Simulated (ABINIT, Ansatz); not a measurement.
# A GW chain in ABINIT: NaHF2 (R-3m), part 2 of 3

Wanted: ground state, empty states, screening and self-energy for NaHF2 (R-3m).

ABINIT 10.8.3; PBEsol and many-body steps on it, plane waves. Known limits of the many-body steps: short of the basis limit.

So far. Step 2 (Ground state): The gap is indirect, with the least direct gap 0.20 eV higher.

**3. Bands along the symmetry lines**

Level of this step: DFT, PBEsol, plane waves, norm-conserving pseudopotentials (ABINIT).

The cheap functional maps the bands first; the places of the edges decide which points the dearer methods must see.

Input file run.abi:

```
acell 3*1.0 Angstrom
rprim 
  1.737000000015 1.002857417591 4.583333333300
  -1.737000000015 1.002857417591 4.583333333300
  -0.000000000000 -2.005714835182 4.583333333300
ntypat 3
znucl 11 1 9
natom 4
typat 1 2 3 3
xred 
  0.000000000000 0.000000000000 0.000000000000
  0.500000000000 0.500000000000 0.500000000000
  0.417600000000 0.417600000000 0.417600000000
  0.582400000000 0.582400000000 0.582400000000
pp_dirpath "pseudos"
pseudos "Na.upf, H.upf, F.upf"
ecut 38
iscf -2
irdden 1
kptopt 0
nkpt 59
kpt 
  0.00000000 0.00000000 0.00000000
  0.06250000 0.06250000 0.06250000
  0.12500000 0.12500000 0.12500000
  0.18750000 0.18750000 0.18750000
  0.25000000 0.25000000 0.25000000
  0.31250000 0.31250000 0.31250000
  0.37500000 0.37500000 0.37500000
  0.43750000 0.43750000 0.43750000
  0.50000000 0.50000000 0.50000000
  0.53767702 0.46232298 0.50000000
  0.57535404 0.42464596 0.50000000
  0.61303106 0.38696894 0.50000000
  0.65070808 0.34929192 0.50000000
  0.68838511 0.31161489 0.50000000
  0.72606213 0.27393787 0.50000000
  0.76373915 0.23626085 0.50000000
  0.80141617 0.19858383 0.50000000
  0.50000000 -0.19858383 0.19858383
  0.50000000 -0.17376085 0.17376085
  0.50000000 -0.14893787 0.14893787
  0.50000000 -0.12411489 0.12411489
  0.50000000 -0.09929191 0.09929191
  0.50000000 -0.07446894 0.07446894
  0.50000000 -0.04964596 0.04964596
  0.50000000 -0.02482298 0.02482298
  0.50000000 0.00000000 0.00000000
  0.43750000 0.00000000 0.00000000
  0.37500000 0.00000000 0.00000000
  0.31250000 0.00000000 0.00000000
  0.25000000 0.00000000 0.00000000
  0.18750000 0.00000000 0.00000000
  0.12500000 0.00000000 0.00000000
  0.06250000 0.00000000 0.00000000
  0.00000000 0.00000000 0.00000000
  0.04366149 -0.04366149 0.00000000
  0.08732298 -0.08732298 0.00000000
  0.13098447 -0.13098447 0.00000000
  0.17464595 -0.17464595 0.00000000
  0.21830744 -0.21830744 0.00000000
  0.26196893 -0.26196893 0.00000000
  0.30563042 -0.30563042 0.00000000
  0.34929191 -0.34929191 -0.00000000
  0.65070809 0.00000000 0.34929191
  0.63186958 0.00000000 0.36813042
  0.61303107 0.00000000 0.38696893
  0.59419256 0.00000000 0.40580744
  0.57535404 0.00000000 0.42464596
  0.55651553 0.00000000 0.44348447
  0.53767702 0.00000000 0.46232298
  0.51883851 0.00000000 0.48116149
  0.50000000 0.00000000 0.50000000
  0.43750000 0.00000000 0.43750000
  0.37500000 0.00000000 0.37500000
  0.31250000 0.00000000 0.31250000
  0.25000000 0.00000000 0.25000000
  0.18750000 0.00000000 0.18750000
  0.12500000 0.00000000 0.12500000
  0.06250000 0.00000000 0.06250000
  0.00000000 0.00000000 0.00000000
istwfk *1
nband 19
nbdbuf 2
tolwfr 1e-08
nstep 40
prtwf 0
prtvol 0
indata_prefix "in"
outdata_prefix "out"
tmpdata_prefix "tmp"
```

Run with:

```bash
$ OMP_NUM_THREADS=1 mpirun -n 4 abinit run.abi > log
```

Standard output:

```text
.Version 10.8.3 of ABINIT. v10.8.2 released Aug 2026.

 Symmetries : space group R-3 m (#166); Bravais hR (rhombohedral)
[... echo of the input left out ...]
== DATASET  1 ==================================================================
-   mpi_nproc: 4, omp_nthreads: 1 (-1 if OMP is not activated)

--- !DatasetInfo
iteration_state: {dtset: 1, }
dimensions: {natom: 4, nkpt: 59, mband: 19, nsppol: 1, nspinor: 1, nspden: 1, mpw: 3640, }
cutoff_energies: {ecut:  38.0, pawecutdg:  -1.0, }
electrons: {nelect:   2.40000000E+01, charge:   0.00000000E+00, occopt:   1.00000000E+00, tsmear:   1.00000000E-02, }

 Real(R)+Recip(G) space primitive vectors, cartesian coordinates (Bohr,Bohr^-1):
 R(1)=  3.2824543  1.8951259  8.6612447  G(1)=  0.1523250  0.0879449  0.0384856
 R(2)= -3.2824543  1.8951259  8.6612447  G(2)= -0.1523250  0.0879449  0.0384856
 R(3)=  0.0000000 -3.7902517  8.6612447  G(3)=  0.0000000 -0.1758898  0.0384856
 Unit cell volume ucvol=  3.2327216E+02 bohr^3
 Angles (23,13,12)=  4.06314301E+01  4.06314301E+01  4.06314301E+01 degrees

 getcut: wavevector=  0.0000  0.0000  0.0000  ngfft=  54  54  54
         ecut(hartree)=     38.000   => boxcut(ratio)=   2.05942

--- Pseudopotential description ------------------------------------------------
- Na Generated using ONCVPSP code by D. R. Hamann
- 11.00000   9.00000  180301                  znucl, zion, pspdat
12 -116133 1 -1 2016                          pspcod,pspxc,lmax,lloc,mmax
     nproj     2     2     0
  pspatm : epsatm=    9.32918808
         --- l  ekb(1:nproj) -->
             0    2.657905   -0.678300
             1   -6.761319   -2.404728
 pspatm: atomic psp has been read  and splines computed

- H Generated using ONCVPSP code by D. R. Hamann
-  1.00000   1.00000  180301                  znucl, zion, pspdat
12 -116133 1 -1 1180                          pspcod,pspxc,lmax,lloc,mmax
     nproj     2     1     0
  pspatm : epsatm=    0.35585368
         --- l  ekb(1:nproj) -->
             0   -1.674911   -0.523609
             1   -0.494138
 pspatm: atomic psp has been read  and splines computed

- F Generated using ONCVPSP code by D. R. Hamann
-  9.00000   7.00000  180301                  znucl, zion, pspdat
12 -116133 2 -1 832                           pspcod,pspxc,lmax,lloc,mmax
     nproj     2     2     1
  pspatm : epsatm=    4.89824381
         --- l  ekb(1:nproj) -->
[...]
2   -2.394754
 pspatm: atomic psp has been read  and splines computed

--------------------------------------------------------------------------------

================================================================================
 prteigrs : about to open file out_EIG
 Non-SCF case, kpt    1 (  0.00000  0.00000  0.00000), residuals and eigenvalues=
  2.10E-09  6.77E-09  2.55E-09  1.55E-09  4.78E-09  3.07E-09  2.74E-09  1.43E-09
[...]
6.4796E-01
 Non-SCF case, kpt    3 (  0.12500  0.12500  0.12500), residuals and eigenvalues=
[...]
6.4630E-01
[...]
Non-SCF case, kpt   58 (  0.06250  0.00000  0.06250), residuals and eigenvalues=
[...]
6.3085E-01
 Non-SCF case, kpt   59 (  0.00000  0.00000  0.00000), residuals and eigenvalues=
[...]
-3.0980E-01 -1.4551E-01 -1.4551E-01 -1.3481E-01 -1.3481E-01 -1.3385E-01
  1.2823E-01  3.5973E-01  4.0202E-01  5.2441E-01  5.7446E-01  5.7446E-01
  6.4840E-01

--- !ResultsGS
iteration_state: {dtset: 1, }
comment   : Summary of ground state results
lattice_vectors:
- [  3.2824543,   1.8951259,   8.6612447, ]
- [ -3.2824543,   1.8951259,   8.6612447, ]
- [ -0.0000000,  -3.7902517,   8.6612447, ]
lattice_lengths: [   9.45427,    9.45427,    9.45427, ]
lattice_angles: [ 40.631,  40.631,  40.631, ] # degrees, (23, 13, 12)
lattice_volume:   3.2327216E+02
convergence: {deltae:  0.000E+00, res2:  0.000E+00, residm:  9.986E-09, diffor:  0.000E+00, }
etotal    :  -9.54888502E+01
entropy   :   0.00000000E+00
fermie    :  -1.26494763E-01
cartesian_stress_tensor: null
pressure_GPa: null
xred      :
- [  0.0000E+00,   0.0000E+00,   0.0000E+00, Na]
- [  5.0000E-01,   5.0000E-01,   5.0000E-01,  H]
- [  4.1760E-01,   4.1760E-01,   4.1760E-01,  F]
- [  5.8240E-01,   5.8240E-01,   5.8240E-01,  F]
cartesian_forces: null
force_length_stats: {min: null, max: null, mean: null, }

 Integrated electronic density in atomic spheres:
 ------------------------------------------------
 Atom  Sphere_radius  Integrated_density
[...]
================================================================================

 ----iterations are completed or convergence reached----

 Mean square residual over all n,k,spin=   42.481E-10; max=  99.863E-10
 reduced coordinates (array xred) for    4 atoms
[...]
cartesian coordinates (angstrom) at end:
    1      0.000000     0.000000     0.000000
    2     -0.000000     0.000000     6.875000
    3     -0.000000     0.000000     5.742000
    4      0.000000     0.000000     8.008000
 length scales=  1.889726  1.889726  1.889726 bohr
              =  1.000000  1.000000  1.000000 angstroms
 prteigrs : about to open file out_EIG
 Eigenvalues (hartree) for nkpt=  59  k points:
 kpt#   1, nband= 19, wtk=  1.00000, kpt=  0.0000  0.0000  0.0000 (reduced coord)
[...]
kpt#   2, nband= 19, wtk=  1.00000, kpt=  0.0625  0.0625  0.0625 (reduced coord)
[...]
kpt#   3, nband= 19, wtk=  1.00000, kpt=  0.1250  0.1250  0.1250 (reduced coord)
[...]
kpt#  58, nband= 19, wtk=  1.00000, kpt=  0.0625  0.0000  0.0625 (reduced coord)
[...]
0.55534    0.57457    0.63085
 kpt#  59, nband= 19, wtk=  1.00000, kpt=  0.0000  0.0000  0.0000 (reduced coord)
  -1.82753   -0.87479   -0.83452   -0.80128   -0.80128   -0.79265   -0.30980   -0.14551
  -0.14551   -0.13481   -0.13481   -0.13385    0.12823    0.35973    0.40202    0.52441
   0.57446    0.57446    0.64840

== END DATASET(S) ==============================================================
================================================================================

 -outvars: echo values of variables after computation  --------
            nband          19
             nkpt          59
          spgroup         166
 [... the other variables as echoed above ...]

 Calculation completed.
```

Elapsed: 23 s, on 4 MPI ranks of Arm Neoverse V1, shared host; peak memory 0.35 GiB.

Numbers from this step:

```
gap                        : 6.931 eV
k of the valence top       : 0.5, 0.5, 0.5
k of the conduction bottom : 0, 0, 0
least direct gap           : 7.132 eV
```

The gap is 6.931 eV, as in the run before at this level.

The electronic bands at the labelled points (eV, zero at the top of the highest filled band):

```csv
point,band 9,band 10,band 11,band 12,band 13,band 14,band 15,band 16
Γ,-0.52,-0.23,-0.23,-0.20,6.93,13.23,14.38,17.71
halfway,-0.64,-0.64,-0.09,-0.09,7.59,11.28,16.39,17.76
T,-0.72,-0.72,0.00,0.00,8.69,9.77,16.46,19.22
halfway,-1.03,-0.83,-0.25,-0.09,9.91,11.00,15.27,15.50
H2,-1.14,-0.86,-0.33,-0.30,12.39,12.68,13.58,13.81
jump to H0,-1.14,-0.86,-0.33,-0.30,12.39,12.68,13.58,13.81
halfway,-0.87,-0.57,-0.44,-0.31,11.65,12.01,14.93,15.43
L,-0.68,-0.51,-0.38,-0.32,11.09,11.81,15.19,15.49
halfway,-0.60,-0.45,-0.27,-0.21,8.43,13.51,15.09,15.49
Γ,-0.52,-0.23,-0.23,-0.20,6.93,13.23,14.38,17.71
halfway,-0.75,-0.53,-0.31,-0.17,8.94,14.31,14.42,15.38
S0,-1.20,-0.61,-0.57,-0.23,12.48,12.50,13.38,14.72
jump to S2,-1.20,-0.61,-0.57,-0.23,12.48,12.50,13.38,14.72
halfway,-0.99,-0.73,-0.56,-0.16,12.10,12.45,13.52,14.02
F,-0.86,-0.80,-0.56,-0.12,11.98,12.17,13.61,13.75
halfway,-0.71,-0.54,-0.32,-0.15,8.63,12.81,15.33,16.16
Γ,-0.52,-0.23,-0.23,-0.20,6.93,13.23,14.38,17.71
```

The electronic bands as a text plot (rows in eV, shown from -8.0 to 12.9 only; labels by their first letter):

```
   12.5 |++          ++++++    +                ++++++++  ++++
   11.6 |  +        +  +  +++++                 ++   +++
   10.8 |   ++    +++++      +++               +        +
    9.9 |     ++++ +            +             +          +
    9.0 |      ++++              +          ++            +++
    8.1 |   +++                   +++      +                 +
    7.3 |+++                         ++++++                   +++
    6.4 |
    5.5 |
    4.6 |
    3.8 |
    2.9 |
    2.0 |
    1.2 |
    0.3 |  **********                     **         ********
   -0.6 |********************************************************
   -1.5 |     **********************        *****************
   -2.3 |
   -3.2 |
   -4.1 |    ***********
   -4.9 |****           *****************************************
   -5.8 |
   -6.7 |
   -7.6 |
         Γ    T        H|H    L        Γ         S|S   F        Γ
```

**4. Empty states on the mesh, 4×4×4 mesh, 39 bands**

The sums over transitions need many empty states on a uniform mesh; this step solves for them.

Input file run.abi:

```
acell 3*1.0 Angstrom
rprim 
  1.737000000015 1.002857417591 4.583333333300
  -1.737000000015 1.002857417591 4.583333333300
  -0.000000000000 -2.005714835182 4.583333333300
ntypat 3
znucl 11 1 9
natom 4
typat 1 2 3 3
xred 
  0.000000000000 0.000000000000 0.000000000000
  0.500000000000 0.500000000000 0.500000000000
  0.417600000000 0.417600000000 0.417600000000
  0.582400000000 0.582400000000 0.582400000000
pp_dirpath "pseudos"
pseudos "Na.upf, H.upf, F.upf"
ecut 38
ngkpt 4 4 4
nshiftk 1
shiftk 0 0 0
kptopt 1
chksymbreak 0
iscf -2
irdden 1
istwfk *1
nband 39
nbdbuf 4
tolwfr 1e-09
nstep 60
prtvol 0
indata_prefix "in"
outdata_prefix "out"
tmpdata_prefix "tmp"
```

Standard output:

```text
.Version 10.8.3 of ABINIT. v10.8.2 released Aug 2026.

 Symmetries : space group R-3 m (#166); Bravais hR (rhombohedral)
[... echo of the input left out ...]
== DATASET  1 ==================================================================
-   mpi_nproc: 4, omp_nthreads: 1 (-1 if OMP is not activated)

--- !DatasetInfo
iteration_state: {dtset: 1, }
dimensions: {natom: 4, nkpt: 13, mband: 39, nsppol: 1, nspinor: 1, nspden: 1, mpw: 3640, }
cutoff_energies: {ecut:  38.0, pawecutdg:  -1.0, }
electrons: {nelect:   2.40000000E+01, charge:   0.00000000E+00, occopt:   1.00000000E+00, tsmear:   1.00000000E-02, }

 Real(R)+Recip(G) space primitive vectors, cartesian coordinates (Bohr,Bohr^-1):
 R(1)=  3.2824543  1.8951259  8.6612447  G(1)=  0.1523250  0.0879449  0.0384856
 R(2)= -3.2824543  1.8951259  8.6612447  G(2)= -0.1523250  0.0879449  0.0384856
 R(3)=  0.0000000 -3.7902517  8.6612447  G(3)=  0.0000000 -0.1758898  0.0384856
 Unit cell volume ucvol=  3.2327216E+02 bohr^3
 Angles (23,13,12)=  4.06314301E+01  4.06314301E+01  4.06314301E+01 degrees

 getcut: wavevector=  0.0000  0.0000  0.0000  ngfft=  54  54  54
         ecut(hartree)=     38.000   => boxcut(ratio)=   2.05942

--- Pseudopotential description ------------------------------------------------
- Na Generated using ONCVPSP code by D. R. Hamann
- 11.00000   9.00000  180301                  znucl, zion, pspdat
12 -116133 1 -1 2016                          pspcod,pspxc,lmax,lloc,mmax
     nproj     2     2     0
  pspatm : epsatm=    9.32918808
         --- l  ekb(1:nproj) -->
             0    2.657905   -0.678300
             1   -6.761319   -2.404728
 pspatm: atomic psp has been read  and splines computed

- H Generated using ONCVPSP code by D. R. Hamann
-  1.00000   1.00000  180301                  znucl, zion, pspdat
12 -116133 1 -1 1180                          pspcod,pspxc,lmax,lloc,mmax
     nproj     2     1     0
  pspatm : epsatm=    0.35585368
         --- l  ekb(1:nproj) -->
             0   -1.674911   -0.523609
             1   -0.494138
 pspatm: atomic psp has been read  and splines computed

- F Generated using ONCVPSP code by D. R. Hamann
-  9.00000   7.00000  180301                  znucl, zion, pspdat
12 -116133 2 -1 832                           pspcod,pspxc,lmax,lloc,mmax
     nproj     2     2     1
  pspatm : epsatm=    4.89824381
         --- l  ekb(1:nproj) -->
[...]
2   -2.394754
 pspatm: atomic psp has been read  and splines computed

--------------------------------------------------------------------------------

================================================================================
 prteigrs : about to open file out_EIG
 Non-SCF case, kpt    1 (  0.00000  0.00000  0.00000), residuals and eigenvalues=
  2.50E-10  4.48E-10  2.05E-10  4.65E-10  7.17E-10  6.01E-10  1.25E-10  8.33E-11
  4.00E-10  2.38E-10  2.48E-10  1.85E-10  2.54E-10  2.96E-10  1.12E-10  4.90E-10
  3.42E-11  1.27E-10  2.03E-10  5.17E-10  1.31E-10  2.97E-10  5.67E-10  1.10E-10
[...]
3.38E-10  5.61E-10  4.98E-10  2.49E-10  6.34E-09  7.14E-08  6.31E-07
 -1.8275E+00 -8.7479E-01 -8.3452E-01 -8.0128E-01 -8.0128E-01 -7.9265E-01
 -3.0980E-01 -1.4551E-01 -1.4551E-01 -1.3481E-01 -1.3481E-01 -1.3385E-01
  1.2823E-01  3.5973E-01  4.0202E-01  5.2441E-01  5.7446E-01  5.7446E-01
  6.4840E-01  6.4840E-01  6.7414E-01  7.2660E-01  7.2660E-01  7.2981E-01
  7.2981E-01  8.0432E-01  9.2618E-01  1.0188E+00  1.0188E+00  1.0346E+00
  1.0346E+00  1.0711E+00  1.1530E+00  1.2302E+00  1.2302E+00  1.2756E+00
[...]
prteigrs : prtvol=0 or 1, do not print more k-points.

--- !ResultsGS
iteration_state: {dtset: 1, }
comment   : Summary of ground state results
lattice_vectors:
- [  3.2824543,   1.8951259,   8.6612447, ]
- [ -3.2824543,   1.8951259,   8.6612447, ]
- [ -0.0000000,  -3.7902517,   8.6612447, ]
lattice_lengths: [   9.45427,    9.45427,    9.45427, ]
lattice_angles: [ 40.631,  40.631,  40.631, ] # degrees, (23, 13, 12)
lattice_volume:   3.2327216E+02
convergence: {deltae:  0.000E+00, res2:  0.000E+00, residm:  9.938E-10, diffor:  0.000E+00, }
etotal    :  -9.54888502E+01
entropy   :   0.00000000E+00
fermie    :  -1.26494763E-01
cartesian_stress_tensor: null
pressure_GPa: null
xred      :
- [  0.0000E+00,   0.0000E+00,   0.0000E+00, Na]
- [  5.0000E-01,   5.0000E-01,   5.0000E-01,  H]
- [  4.1760E-01,   4.1760E-01,   4.1760E-01,  F]
- [  5.8240E-01,   5.8240E-01,   5.8240E-01,  F]
cartesian_forces: null
force_length_stats: {min: null, max: null, mean: null, }

 Integrated electronic density in atomic spheres:
 ------------------------------------------------
 Atom  Sphere_radius  Integrated_density
[...]
================================================================================

 ----iterations are completed or convergence reached----

 Mean square residual over all n,k,spin=   36.300E-11; max=  99.382E-11
 reduced coordinates (array xred) for    4 atoms
[...]
0.417600      0.417600      0.417600
       0.582400      0.582400      0.582400

 cartesian coordinates (angstrom) at end:
    1      0.000000     0.000000     0.000000
    2     -0.000000     0.000000     6.875000
    3     -0.000000     0.000000     5.742000
    4      0.000000     0.000000     8.008000
 length scales=  1.889726  1.889726  1.889726 bohr
              =  1.000000  1.000000  1.000000 angstroms
 prteigrs : about to open file out_EIG
 Eigenvalues (hartree) for nkpt=  13  k points:
 kpt#   1, nband= 39, wtk=  0.01563, kpt=  0.0000  0.0000  0.0000 (reduced coord)
[...]
0.57446    0.57446    0.64840    0.64840    0.67414    0.72660    0.72660    0.72981
   0.72981    0.80432    0.92618    1.01880    1.01880    1.03459    1.03459    1.07107
   1.15305    1.23022    1.23022    1.27556    1.27556    1.34907    1.37392
 prteigrs : prtvol=0 or 1, do not print more k-points.

== END DATASET(S) ==============================================================
================================================================================

 -outvars: echo values of variables after computation  --------
            nband          39
             nkpt          13
          spgroup         166
 [... the other variables as echoed above ...]

 Calculation completed.
```

Wall time 14 s (4 MPI ranks); peak memory 0.31 GiB.

Numbers from this step:

| Property | Result |
| --- | --- |
| gap | 6.931 eV |
| k of the valence top | 0.5, 0.5, 0.5 |
| k of the conduction bottom | 0, 0, 0 |
| least direct gap | 7.132 eV |
| k points computed | 13 |
| lowest point of the top converged band, above the valence top | 36.09 eV |

On this mesh the gap is 6.931 eV.

[end of part 2 of 3]

[Long decimals in the printed logs are rounded to 6 places.]

[Logs are printed without paths, hosts, clocks, repeated set-up lines and the standing remarks that a program may print on its own settings, such as how far it seeks lower states.]

[Paths, hosts, dates, memory and timing lines, banners, echoed tables and standing remarks are left out of the program output; an Ansatz launch command may be rebuilt from the run's recorded settings. Measured values are a selection of at most five: reports struck by readers or far from the other reports are left out. None is set beside runs whose start may be inverted or whose files or cutoffs have a known fault.]

[Runs of the session that timed out or met a known fault of the program may be left out.]

[Hosts, paths, dates, database ids (printed as entryN), source tags and the programs' standing remarks are cut or masked in the printed files.]

[G0W0 gaps are taken among the corrected bands and points alone; a level outside them can change the order at an edge.]

[Where Ansatz stands beside ABINIT at settings called matched, ABINIT's density can come from a denser mesh and the files from another edition; pairs whose starting gaps differed by over 0.03 eV were left out, so agreement reads better than it is.]
